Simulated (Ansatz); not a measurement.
**Lattice dynamics of Be2Ge (model cell, started as cuprite)**

How does Be2Ge (model cell, started as cuprite) vibrate, and is this structure a minimum?

Method: DFT LDA, scalar-relativistic, plane waves, PAW, in Ansatz 0.2.0.

The structure was built from a prototype and need not be the compound's stable phase.

## 1. The starting structure

The structure is cubic, space group Pn-3m (No. 224). Conventional cell: a = 4.979 Å, b = 4.979 Å, c = 4.979 Å, α = 90.00°, β = 90.00°, γ = 90.00°. Nearest to Ge lie 4 Be at 2.16 Å. Nearest to Be lie 2 Ge at 2.16 Å. Farther neighbours are not listed.

## 2. Relaxation

Harmonic phonons are second derivatives at a point where the forces vanish, and they are wanted at zero stress, so atoms and cell are relaxed first.

Input file input.yaml:

```yaml
crystal:
  lattice:
    - [4.97907, 0.0, 0.0]
    - [0.0, 4.97907, 0.0]
    - [0.0, 0.0, 4.97907]
  atoms:
    - { symbol: Ge, position: [0.0, 0.0, 0.0] }
    - { symbol: Ge, position: [0.5, 0.5, 0.5] }
    - { symbol: Be, position: [0.25, 0.25, 0.25] }
    - { symbol: Be, position: [0.75, 0.75, 0.25] }
    - { symbol: Be, position: [0.75, 0.25, 0.75] }
    - { symbol: Be, position: [0.25, 0.75, 0.75] }
kpoints:
  mp_grid: { grid: [6, 6, 6] }
hamiltonian:
  xc: lda
scf:
  occupations: { method: gaussian, width: 0.02 }
output:
  forces: true
  stress: true
  eigenvalues: true
  write_density: true
  write_potential: true
  elf: true
  volumetric_format: npy
relax:
  adjacent_minimum: "off"
  f_tol: 0.005
  max_steps: 80
  cell: { stress_tol: 0.05 }
```

The run is started by

```console
$ ansatz run input.yaml --threads 8 --pin off --max-ram 14336MiB --backend cpu --events-out ev --progress --plain --runs-dir out
```

Numbers of over 12 decimals in the logs are rounded to 6 here.

Output:

```text
Engine: ansatz 0.2.0, aarch64-unknown-linux-gnu
Pseudopotentials: kind: paw
Pseudopotential: Ge, paw, valence charge 14, recommended cutoff 420 eV (normal), Ge.paw.azcp
Pseudopotential: Be, paw, valence charge 2, recommended cutoff 420 eV (normal), Be.paw.azcp
Functional definition: SPW92
  exchange = slater_x
  correlation = pw_c
Crystal: 6 atoms, lattice volume = 123.437 Å³
Basis set: ecut = 420 eV, 2469 PW (Γ)
Bands: 24, of which v1, the nominal top of the filled ones, is band 18 counted from 1 (17 counted from 0)
Symmetry: 48 space group operations
Space group: Pn-3m (ITA 224), of the structure as read, at distance tolerance 5.0e-5 Å
k-points: 20 of 216
Non-local potential: Ge, projectors of the file, l = 0: 2, l = 1: 2, l = 2: 3, l = 3: 1
Non-local potential: Be, projectors of the file, l = 0: 2, l = 1: 2, l = 2: 1
PAW form: soft (Blöchl's): semilocal exchange-correlation on the pseudo side does not see the compensation charge
PAW frozen core: Ge, regenerated for the run's functional, and the local potential with it (the file was generated under x = pbe(κ = 0.804, μ = 0.219515), c = pbe(β = 0.066725))
PAW frozen core: Be, regenerated for the run's functional, and the local potential with it (the file was generated under x = pbe(κ = 0.804, μ = 0.219515), c = pbe(β = 0.066725))
PAW one-centre angular grid: Ge, 590 points (default); XC on 64 Gauss nodes
PAW one-centre angular grid: Be, 110 points (default); XC on 64 Gauss nodes
Initial density: superposition of atomic densities (neutral atoms: chi_scale 0, normalization atom), corrected by the library's trained network
Initial wavefunctions: pseudopotential atomic-orbital guess
Functional: x = slater, c = lda
SCF iter   1: F=—  HF=-8778.606824 eV  |F-HF|=—  |Δ(HF+E_count)|=         —  Δρ=2.76e-3  dr2=1.26e-2  ethr=1.77e-3  ⟨swp⟩=6.8  Hψ=2444  notcnv=0
preconditioner: auto → Resta (q_TF=auto, 2.222 Å⁻¹)  ε∞=5.3  [insulator: Δε(μ)=0.545 eV  Ē_g=6.423 eV  σ=0.020 eV  W_gap=1.00  n_scr=26 (ndim 8)  ℏωp=13.4 eV  f_vac=0.000  D(μ)=0.00/eV (n_scr^D=0)  ε∞_Penn≈5.3]
SCF iter   2: F=—  HF=-8778.599758 eV  |F-HF|=—  |Δ(HF+E_count)|=   7.07e-3  Δρ=1.55e-3  dr2=3.45e-3  ethr=3.49e-5  ⟨swp⟩=2.3  Hψ=779  notcnv=0  defer=15
SCF iter   3: F=—  HF=-8778.598944 eV  |F-HF|=—  |Δ(HF+E_count)|=   8.13e-4  Δρ=6.80e-4  dr2=2.81e-4  ethr=9.59e-6  ⟨swp⟩=2.0  Hψ=845  notcnv=0  defer=15
SCF iter   4: F=—  HF=-8778.598666 eV  |F-HF|=—  |Δ(HF+E_count)|=   2.78e-4  Δρ=2.70e-4  dr2=6.50e-5  ethr=7.80e-7  ⟨swp⟩=2.0  Hψ=688  notcnv=0  defer=15
SCF iter   5: F=—  HF=-8778.598644 eV  |F-HF|=—  |Δ(HF+E_count)|=   2.18e-5  Δρ=5.42e-5  dr2=5.13e-6  ethr=1.80e-7  ⟨swp⟩=2.0  Hψ=648  notcnv=0  defer=15
SCF iter   6: F=—  HF=-8778.598645 eV  |F-HF|=—  |Δ(HF+E_count)|=   1.21e-6  Δρ=4.26e-5  dr2=1.03e-6  ethr=1.43e-8  ⟨swp⟩=2.0  Hψ=609  notcnv=0  defer=15
SCF iter   7: F=-8778.598645 eV  HF=-8778.598645 eV  |F-HF|=3.05e-8  |Δ(HF+E_count)|=   5.65e-7  Δρ=6.08e-6  dr2=2.30e-8  ethr=2.78e-10  ⟨swp⟩=9.8  Hψ=3126  notcnv=0
SCF 1 converged in 7 iterations: F = -8778.598645 eV  dr2 = 2.30e-8
  greatest PAW one-centre occupation: 0.998 electrons in one spin orbital (limit 2), on the Ge atom at site 1 (counted from 0), in its partial waves of l = 2
relax step   1: F+E_penalty+E_count = -8778.59864479 eV  Δ(F+E_penalty+E_count) = +0.000e0 eV  max|allowed force component| = 7.710e-19 eV/Å  Δτ_max = 0.0000 Å  P = -2.315 GPa  Ω = 123.437 Å³  (7 SCF iters, dr2 threshold 1.00e-7 eV, accepted)
Crystal: 6 atoms, lattice volume = 119.275 Å³
Basis set: ecut = 420 eV, 2325 PW (Γ)
Initial density: handed on by an earlier stage of this run
Initial wavefunctions: those handed on with the density
iter 1 solved again at ethr=1.84e-5 eV; its pass at ethr=3.10e-3 eV (dr2=6.63e-3 eV) is discarded
SCF iter   1: F=—  HF=-8778.641122 eV  |F-HF|=—  |Δ(HF+E_count)|=         —  Δρ=1.77e-3  dr2=6.58e-3  ethr=1.84e-5  ⟨swp⟩=1.4  Hψ=2692  notcnv=0
preconditioner: auto → Resta (q_TF=auto, 2.235 Å⁻¹)  ε∞=5.4  [insulator: Δε(μ)=0.491 eV  Ē_g=6.510 eV  σ=0.020 eV  W_gap=1.00  n_scr=26 (ndim 8)  ℏωp=13.6 eV  f_vac=0.000  D(μ)=0.00/eV (n_scr^D=0)  ε∞_Penn≈5.4]
SCF iter   2: F=—  HF=-8778.639601 eV  |F-HF|=—  |Δ(HF+E_count)|=   1.52e-3  Δρ=1.02e-3  dr2=2.20e-3  ethr=1.83e-5  ⟨swp⟩=1.0  Hψ=480  notcnv=0
SCF iter   3: F=—  HF=-8778.638937 eV  |F-HF|=—  |Δ(HF+E_count)|=   6.64e-4  Δρ=1.71e-4  dr2=2.28e-5  ethr=6.11e-6  ⟨swp⟩=2.0  Hψ=625  notcnv=0
SCF iter   4: F=—  HF=-8778.638936 eV  |F-HF|=—  |Δ(HF+E_count)|=   1.69e-6  Δρ=7.36e-5  dr2=5.56e-6  ethr=6.33e-8  ⟨swp⟩=2.5  Hψ=783  notcnv=0
SCF iter   5: F=—  HF=-8778.638936 eV  |F-HF|=—  |Δ(HF+E_count)|=   1.22e-7  Δρ=2.73e-5  dr2=8.58e-7  ethr=1.54e-8  ⟨swp⟩=2.5  Hψ=808  notcnv=0
SCF iter   6: F=-8778.638936 eV  HF=-8778.638936 eV  |F-HF|=1.52e-8  |Δ(HF+E_count)|=   1.37e-8  Δρ=5.56e-6  dr2=3.94e-8  ethr=1.67e-9  ⟨swp⟩=7.8  Hψ=2625  notcnv=0
SCF 2 converged in 6 iterations: F = -8778.638936 eV  dr2 = 3.94e-8
relax step   2: F+E_penalty+E_count = -8778.63893559 eV  Δ(F+E_penalty+E_count) = -4.029e-2 eV  max|allowed force component| = 1.677e-17 eV/Å  Δτ_max = 0.0000 Å  P = -0.713 GPa  Ω = 119.275 Å³  energy of the carried Pulay correction = +4.056e-4 eV  (6 SCF iters, dr2 threshold 6.00e-7 eV, accepted)
Crystal: 6 atoms, lattice volume = 117.513 Å³
Basis set: ecut = 420 eV, 2301 PW (Γ)
iter 1 solved again at ethr=3.71e-6 eV; its pass at ethr=3.10e-3 eV (dr2=1.34e-3 eV) is discarded
SCF iter   1: F=—  HF=-8778.643223 eV  |F-HF|=—  |Δ(HF+E_count)|=         —  Δρ=7.86e-4  dr2=1.26e-3  ethr=3.71e-6  ⟨swp⟩=2.8  Hψ=2629  notcnv=0
preconditioner: auto → Resta (q_TF=auto, 2.240 Å⁻¹)  ε∞=5.4  [insulator: Δε(μ)=0.449 eV  Ē_g=6.546 eV  σ=0.020 eV  W_gap=1.00  n_scr=26 (ndim 8)  ℏωp=13.7 eV  f_vac=0.000  D(μ)=0.00/eV (n_scr^D=0)  ε∞_Penn≈5.4]
SCF iter   2: F=—  HF=-8778.642935 eV  |F-HF|=—  |Δ(HF+E_count)|=   2.88e-4  Δρ=4.47e-4  dr2=4.15e-4  ethr=3.49e-6  ⟨swp⟩=1.0  Hψ=480  notcnv=0
SCF iter   3: F=—  HF=-8778.642806 eV  |F-HF|=—  |Δ(HF+E_count)|=   1.29e-4  Δρ=7.51e-5  dr2=5.24e-6  ethr=1.15e-6  ⟨swp⟩=2.0  Hψ=614  notcnv=0
SCF iter   4: F=—  HF=-8778.642805 eV  |F-HF|=—  |Δ(HF+E_count)|=   7.87e-7  Δρ=3.33e-5  dr2=1.08e-6  ethr=1.67e-9  ⟨swp⟩=10.0  Hψ=3893  notcnv=0
SCF iter   5: F=-8778.642805 eV  HF=-8778.642805 eV  |F-HF|=3.60e-8  |Δ(HF+E_count)|=   1.79e-7  Δρ=8.97e-6  dr2=7.34e-8  ethr=1.67e-9  ⟨swp⟩=8.2  Hψ=3007  notcnv=0
SCF 3 converged in 5 iterations: F = -8778.642805 eV  dr2 = 7.34e-8
relax step   3: F+E_penalty+E_count = -8778.64280509 eV  Δ(F+E_penalty+E_count) = -3.869e-3 eV  max|allowed force component| = 8.866e-18 eV/Å  Δτ_max = 0.0000 Å  P = +0.050 GPa  Ω = 117.513 Å³  energy of the carried Pulay correction = +5.815e-4 eV  (5 SCF iters, dr2 threshold 6.00e-7 eV, accepted)
Initial wavefunctions: pseudopotential atomic-orbital guess (no wavefunctions were taken with the density)
iter 1 solved again at ethr=5.76e-7 eV; its pass at ethr=3.10e-3 eV (dr2=2.07e-4 eV) is discarded
SCF iter   1: F=—  HF=-8778.642269 eV  |F-HF|=—  |Δ(HF+E_count)|=         —  Δρ=2.40e-5  dr2=2.00e-7  ethr=5.76e-7  ⟨swp⟩=2.4  Hψ=3498  notcnv=0
eigensolver tolerance schedule: the retry pair's looser diagonalisation over-reported the residual by 1035.23 of it (diagonalisation noise at 0.24 of the residual, at the tolerance the schedule requests for it); recorded, not acted on — ethr = c·dr2/N_el stays at c = 1.0e-1
preconditioner: auto → Resta (q_TF=auto, 2.240 Å⁻¹)  ε∞=5.4  [insulator: Δε(μ)=0.435 eV  Ē_g=6.540 eV  σ=0.020 eV  W_gap=1.00  n_scr=26 (ndim 8)  ℏωp=13.7 eV  f_vac=0.000  D(μ)=0.00/eV (n_scr^D=0)  ε∞_Penn≈5.4]
SCF iter   2: F=—  HF=-8778.642267 eV  |F-HF|=—  |Δ(HF+E_count)|=   1.75e-6  Δρ=1.75e-5  dr2=1.63e-7  ethr=5.56e-10  ⟨swp⟩=2.0  Hψ=840  notcnv=0
SCF iter   3: F=—  HF=-8778.642267 eV  |F-HF|=—  |Δ(HF+E_count)|=   3.92e-8  Δρ=4.11e-6  dr2=9.37e-9  ethr=4.54e-10  ⟨swp⟩=3.0  Hψ=875  notcnv=0
SCF iter   4: F=—  HF=-8778.642267 eV  |F-HF|=—  |Δ(HF+E_count)|=   8.39e-9  Δρ=8.50e-7  dr2=8.81e-10  ethr=2.60e-11  ⟨swp⟩=2.0  Hψ=680  notcnv=0
SCF iter   5: F=-8778.642267 eV  HF=-8778.642267 eV  |F-HF|=3.64e-12  |Δ(HF+E_count)|=  4.44e-10  Δρ=1.78e-7  dr2=3.68e-11  ethr=1.00e-12  ⟨swp⟩=5.0  Hψ=2248  notcnv=0
SCF 4 converged in 5 iterations: F = -8778.642267 eV  dr2 = 3.68e-11
relax step   4: F+E_penalty+E_count = -8778.64226703 eV  Δ(F+E_penalty+E_count) = +5.381e-4 eV  max|allowed force component| = 8.866e-18 eV/Å  Δτ_max = 0.0000 Å  P = +0.048 GPa  Ω = 117.513 Å³  stress off target by 4.79e-2 GPa  SCF on the basis re-selected at this cell (its energy is not comparable with the rows above)  (5 SCF iters)
basis re-selected at this cell: Δ(F+E_penalty+E_count) = +5.381e-4 eV, ΔP = -0.002 GPa vs the last step (what re-selecting the basis moved, of the pressure what is left beyond the Pulay correction that the steps carried, after the strain that the cell walked since its last selection, with what the two solves' SCF thresholds leave and, on support functions, any second-order correction that the steps lacked; it is no m [...]
SCF converged after 5 iterations
Free energy (F): -8778.642267 eV
Harris-Foulkes:  -8778.642267 eV  (|F-HF|=3.64e-12)
Internal energy: -8778.642267 eV  (E = F + TS)
E sigma→0 (E₀):  -8778.642267 eV
Fermi energy:    3.065542 eV
--- Per-component energies (eV) ---
  E_band       = -393.330536
  E_kinetic    = 291.532515
  E_local      = -5852.762939  (includes V_loc(G=0)·N_el)
  E_nonlocal   = 867.485031
  E_hartree    = 2573.869973
  E_xc         = -221.806049
  E_vxc        = -204.604229  (∫ρ·V_xc dr)
  E_paw        = -4104.092604  (= ΣΔE_a)
  E_vpaw       = -642.721131  (= ΣTr[D̂ρ^β])
  E_aug_tail   = 0.000574  (compensation charges beyond the density's cutoff)
  E_ewald      = -2336.806569
  E_core_change = 3.937801  (= ΣΔE_core)
  E_smearing   = -0.000000  (= −TS)
  E_closure    = 0.000000  (closes the sum)
  Σ components = -8778.642267   (vs F -8778.642267, Δ=0.00e0)
--- Forces (eV/Å), atoms counted from 1 ---
  atom   1  Ge     0.00000000    -0.00000000    -0.00000000
  atom   2  Ge    -0.00000000    -0.00000000     0.00000000
  atom   3  Be     0.00000000     0.00000000    -0.00000000
  atom   4  Be     0.00000000     0.00000000    -0.00000000
  atom   5  Be     0.00000000     0.00000000     0.00000000
  atom   6  Be    -0.00000000     0.00000000    -0.00000000
  max |Σ_I F_I| component: 8.10e-18 eV/Å
--- Stress (GPa, compression-positive) ---
        0.047926       0.000000       0.000000
        0.000000       0.047926       0.000000
        0.000000       0.000000       0.047926
  P = ⅓ Tr σ = 0.0479 GPa (0.479 kbar)
--- Band table (eV; the first three rows and the last of 20) ---
  k-point 0: bands = [... 14 lower, 1.3078, 2.8479, 2.8479, 2.8479, 3.2828, 3.2828, 5.7301, 7.6228, ... 2 higher]
  k-point 1: bands = [... 14 lower, 1.4036, 2.2414, 2.7649, 2.7649, 3.4413, 4.1920, 6.4619, 6.9135, ... 2 higher]
  k-point 2: bands = [... 14 lower, 1.6690, 1.6690, 2.5092, 2.5092, 3.9137, 5.7306, 5.8215, 7.1614, ... 2 higher]
  k-point 19: bands = [... 14 lower, 0.5688, 0.6347, 0.6347, 0.6347, 6.4841, 6.4841, 6.4841, 9.0386, ... 2 higher]
--- Relaxed structure (3 steps of the walk, 3 accepted, 1 SCFs on fresh bases) ---
  F+E_penalty+E_count = -8778.64226703 eV   max|allowed force component| = 8.866e-18 eV/Å   (the final SCF, on the basis selected at the relaxed cell)
  cell:  # Å, volume = 117.5133 Å³
    - [4.898115, 0, 0]
    - [0, 4.898115, 0.0]
    - [0, 0.0, 4.898115]
  atoms:
    - { symbol: Ge, position: [0, 0, 0] }
    - { symbol: Ge, position: [0.5, 0.5, 0.5] }
    - { symbol: Be, position: [0.25, 0.25, 0.25] }
    - { symbol: Be, position: [0.75, 0.75, 0.25] }
    - { symbol: Be, position: [0.75, 0.25, 0.75] }
    - { symbol: Be, position: [0.25, 0.75, 0.75] }
```

It took 2.5 s on 8 threads of Arm Neoverse V2, shared host; peak memory 0.5 GiB.

Step by step:

```csv
step,energy less that of the first step (eV),largest force component (eV/Å),pressure (GPa),volume (Å³)
1,0.0000,0.0000,-2.31,123.44
2,-0.0403,0.0000,-0.71,119.28
3,-0.0442,0.0000,0.05,117.51
4*,-0.0436,0.0000,0.05,117.51
```

Relaxation steps marked * repeat the geometry before them on a plane-wave basis chosen anew for their cell, so energy and pressure can jump there.

The run keeps the 48 symmetry operations that it works with, so distortions that break them were not tested.

```
conventional cell, symmetrised  before  after  change
                         a (Å)   4.979  4.898  -1.6 %
                         b (Å)   4.979  4.898  -1.6 %
                         c (Å)   4.979  4.898  -1.6 %
              volume (Å³/atom)   20.57  19.59  -4.8 %
```

This step gave:

```yaml
pressure: 0.04793 GPa
gap_on_the_k_mesh: 0.4349 eV
volume_per_atom: 19.59 Å³
direct_gap_on_mesh: 0.4349 eV
```

Valence density in the ac plane at fractional y = 0.250, with atoms of Be within 0.2 Å of it. It is the smooth field of the valence electrons, not physical close to the nuclei.

Values in e/Å³, 14 rows by 14 columns, each cell a mean:
```
0.24 0.19 0.14 0.10 0.06 0.05 0.04 0.05 0.06 0.10 0.15 0.22 0.26 0.27
0.20 0.14 0.10 0.06 0.05 0.04 0.05 0.06 0.09 0.12 0.17 0.26 0.30 0.26
0.15 0.10 0.06 0.05 0.04 0.05 0.07 0.10 0.14 0.13 0.10 0.19 0.26 0.22
0.10 0.07 0.05 0.04 0.05 0.06 0.10 0.15 0.21 0.20 0.09 0.10 0.17 0.15
0.06 0.05 0.04 0.05 0.06 0.10 0.14 0.21 0.28 0.29 0.20 0.13 0.12 0.10
0.04 0.04 0.05 0.07 0.10 0.14 0.20 0.25 0.28 0.28 0.21 0.14 0.09 0.06
0.04 0.05 0.07 0.10 0.15 0.20 0.25 0.27 0.25 0.21 0.15 0.10 0.06 0.05
0.05 0.06 0.10 0.15 0.22 0.26 0.27 0.25 0.20 0.14 0.10 0.07 0.05 0.04
0.06 0.09 0.12 0.17 0.26 0.30 0.26 0.20 0.14 0.10 0.06 0.05 0.04 0.05
0.10 0.14 0.13 0.10 0.19 0.26 0.22 0.15 0.10 0.06 0.05 0.04 0.05 0.06
0.16 0.22 0.20 0.10 0.10 0.17 0.15 0.10 0.07 0.05 0.04 0.05 0.06 0.10
0.21 0.28 0.28 0.20 0.13 0.12 0.10 0.07 0.05 0.04 0.05 0.06 0.10 0.14
0.25 0.28 0.28 0.22 0.14 0.09 0.06 0.05 0.04 0.05 0.07 0.10 0.14 0.19
0.25 0.25 0.21 0.16 0.10 0.06 0.05 0.04 0.04 0.06 0.10 0.15 0.20 0.24
```
Columns run along a (4.9 Å), rows up along c (4.9 Å). Atoms in or near the plane, at fractional coordinates: Be at (0.25, 0.25), Be at (0.75, 0.75).

Electrostatic potential energy in the ac plane at fractional y = 0.250, with atoms of Be within 0.2 Å of it. With pseudopotentials it is smooth inside the atoms' cores, unlike the true potential.

Values in eV, 14 rows by 14 columns, each cell a mean:
```
  4   5   6   7   7   7   7   6   5   2   1   1   3   4
  5   6   7   8   8   8   7   5   1  -8 -17 -13  -3   3
  5   7   8   8   8   8   7   4  -3 -24 -36 -33 -13   1
  6   7   8   8   8   8   7   4  -4 -29 -38 -36 -17   1
  6   7   8   8   8   7   6   4   0 -15 -29 -24  -8   2
  7   7   7   7   7   6   5   4   3   0  -4  -3   1   5
  7   6   6   6   5   5   4   4   4   4   4   4   5   6
  6   5   2   1   1   3   4   4   5   6   7   7   7   7
  5   1  -7 -16 -13  -2   3   5   6   7   8   8   8   7
  4  -3 -24 -37 -34 -13   1   5   7   8   8   8   8   7
  4  -4 -27 -38 -37 -16   1   6   7   8   8   8   8   7
  4  -1 -14 -27 -24  -7   2   6   7   8   8   8   7   6
  4   3  -1  -4  -3   1   5   6   7   7   7   7   6   5
  4   4   4   4   4   5   6   7   7   6   6   5   5   4
```
Columns run along a (4.9 Å; values clipped at the 3rd and 97th percentile), rows up along c (4.9 Å). Atoms in or near the plane, at fractional coordinates: Be at (0.25, 0.25), Be at (0.75, 0.75).

ELF in the ac plane at fractional y = 0.250, with atoms of Be within 0.2 Å of it. It is the smooth field of the valence electrons, not physical close to the nuclei.

Values, 14 rows by 14 columns, each cell a mean:
```
0.62 0.59 0.57 0.47 0.28 0.12 0.09 0.12 0.21 0.36 0.64 0.82 0.83 0.74
0.68 0.51 0.36 0.22 0.11 0.08 0.13 0.25 0.26 0.18 0.33 0.70 0.88 0.83
0.66 0.41 0.20 0.09 0.06 0.11 0.28 0.48 0.43 0.08 0.03 0.28 0.70 0.82
0.52 0.26 0.10 0.06 0.09 0.22 0.47 0.71 0.73 0.31 0.03 0.03 0.33 0.64
0.27 0.12 0.07 0.09 0.19 0.37 0.57 0.77 0.87 0.76 0.31 0.08 0.18 0.36
0.12 0.09 0.13 0.26 0.42 0.52 0.59 0.70 0.83 0.87 0.73 0.43 0.26 0.21
0.09 0.13 0.28 0.52 0.67 0.68 0.63 0.63 0.70 0.77 0.71 0.48 0.25 0.12
0.12 0.21 0.36 0.62 0.82 0.83 0.73 0.63 0.59 0.57 0.47 0.28 0.13 0.09
0.24 0.26 0.19 0.33 0.72 0.88 0.83 0.68 0.52 0.37 0.22 0.11 0.08 0.12
0.50 0.41 0.09 0.02 0.24 0.72 0.82 0.67 0.42 0.19 0.09 0.06 0.11 0.28
0.72 0.73 0.34 0.03 0.02 0.33 0.62 0.52 0.26 0.09 0.06 0.09 0.22 0.47
0.77 0.87 0.75 0.34 0.09 0.19 0.36 0.28 0.13 0.07 0.10 0.20 0.36 0.57
0.71 0.83 0.87 0.73 0.41 0.26 0.21 0.13 0.09 0.12 0.26 0.41 0.51 0.59
0.62 0.71 0.77 0.72 0.50 0.24 0.12 0.09 0.12 0.27 0.52 0.66 0.68 0.62
```
Columns run along a (4.9 Å), rows up along c (4.9 Å). Atoms in or near the plane, at fractional coordinates: Be at (0.25, 0.25), Be at (0.75, 0.75).

In this step the volume went from 20.57 to 19.59 Å³/atom.

## 3. Relaxing to small forces for the phonons

Phonons need a cell at rest on their own settings, so the relaxation is repeated with tight tolerances on forces and stress, using the mesh and the filling of the phonon run that follows.

Input file input.yaml:

```yaml
crystal:
  lattice:
    - [4.8981152811, 0.0, 0.0]
    - [0.0, 4.8981152811, 0.0]
    - [0.0, 0.0, 4.8981152811]
  atoms:
    - { symbol: Ge, position: [0.0, 0.0, 0.0] }
    - { symbol: Ge, position: [0.5, 0.5, 0.5] }
    - { symbol: Be, position: [0.25, 0.25, 0.25] }
    - { symbol: Be, position: [0.75, 0.75, 0.25] }
    - { symbol: Be, position: [0.75, 0.25, 0.75] }
    - { symbol: Be, position: [0.25, 0.75, 0.75] }
kpoints:
  mp_grid: { grid: [6, 6, 6] }
hamiltonian:
  xc: lda
scf:
  occupations: { method: fixed }
output:
  forces: true
  stress: true
  eigenvalues: true
relax:
  adjacent_minimum: "off"
  f_tol: 0.001
  max_steps: 60
  cell: { stress_tol: 0.01 }
```

Output:

```text
[...]
Crystal: 6 atoms, lattice volume = 117.513 Å³
Basis set: ecut = 420 eV, 2301 PW (Γ)
Bands: 24, of which v1, the nominal top of the filled ones, is band 18 counted from 1 (17 counted from 0)
Symmetry: 48 space group operations
[...]
k-points: 20 of 216
[...]
cell:  # Å, volume = 117.6203 Å³
    - [4.899602, 0, 0.0]
    - [0, 4.899602, 0.0]
    - [0.0, 0.0, 4.899602]
  atoms:
    - { symbol: Ge, position: [0, 0, 0] }
    - { symbol: Ge, position: [0.5, 0.5, 0.5] }
    - { symbol: Be, position: [0.25, 0.25, 0.25] }
    - { symbol: Be, position: [0.750000, 0.750000, 0.25] }
    - { symbol: Be, position: [0.750000, 0.25, 0.750000] }
    - { symbol: Be, position: [0.25, 0.750000, 0.750000] }
[key lines of the parts left out:]
SCF converged after 6 iterations
Free energy (F): -8778.642281 eV
Fermi energy:    2.841595 eV
P = ⅓ Tr σ = 0.0001 GPa (0.001 kbar)
```

The job ended after 2 s (8 threads; peak memory 0.49 GiB; 13 s of CPU time).

Little changed from the start: no atom moved by 0.005 Å and no cell edge by 0.1 %.

Numbers from this step:

- pressure: 1.06e-4 GPa
- gap on the k-mesh: 0.4364 eV
- volume per atom: 19.60 Å³
- direct gap on mesh: 0.4364 eV

The forces vanish by symmetry and the pressure is 0.000 GPa, within the tolerances set. The cell now holds 19.60 Å³/atom.

[end of part 1 of 2]

[Logs are printed without paths, hosts, clocks, repeated set-up lines and the standing remarks that a program may print on its own settings, such as how far it seeks lower states.]

[Hosts, paths, dates, database ids (printed as entryN), source tags and the programs' standing remarks are cut or masked in the printed files.]
